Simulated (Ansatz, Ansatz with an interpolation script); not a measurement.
An input for Ansatz 0.2.0 (BaTiO3 (Pm-3m)):

```yaml
crystal:
  lattice:
    - [4.006, 0.0, 0.0]
    - [0.0, 4.006, 0.0]
    - [0.0, 0.0, 4.006]
  atoms:
    - { symbol: Ba, position: [0.5, 0.5, 0.5] }
    - { symbol: Ti, position: [0.0, 0.0, 0.0] }
    - { symbol: O, position: [0.5, 0.0, 0.0] }
    - { symbol: O, position: [0.0, 0.5, 0.0] }
    - { symbol: O, position: [0.0, 0.0, 0.5] }
kpoints:
  mp_grid: { grid: [8, 8, 8] }
hamiltonian:
  xc: lda
  pseudopotentials: { kind: paw, azcp: { folder: soft_1 }, xc_functional: pbe }
scf:
  occupations: { method: fixed }
gw:
  n_empty_bands: 94
  ecut_chi: 75
  qp_bands: [v9, c3]
  screening: { model: contour_deformation }
```

```sh
ansatz run input.yaml --threads 3 --pin off --max-ram 92160MiB --backend cuda --events-out ev --progress --plain --runs-dir out --devices 1 --max-vram 13GiB
```

**Question.** Estimate wall time and host memory on 1 × NVIDIA H100 80GB HBM3 (shared by 6 runs) with 3 threads of AMD EPYC 7R13 (Zen 3), shared host.

It took 98 s; on shared hardware allow 49 s to 3.3 min. Peak host memory was 1.3 GiB. The sizes that set the cost: 1237 plane waves a state, 35 irreducible k points, 114 bands summed, 93 plane waves in the screening and 8 SCF cycles.

The screening grows as filled bands × empty bands × pairs of k points, times the square of the screening basis for the matrix.

[Paths, hosts, dates, memory and timing lines, banners, echoed tables and standing remarks are left out of the program output.]

[Logs are printed without paths, hosts, clocks, repeated set-up lines and the standing remarks that a program may print on its own settings, such as how far it seeks lower states.]

[Runs of the session that timed out or met a known fault of the program may be left out.]

[Hosts, paths, dates, database ids (printed as entryN), source tags and the programs' standing remarks are cut or masked in the printed files.]
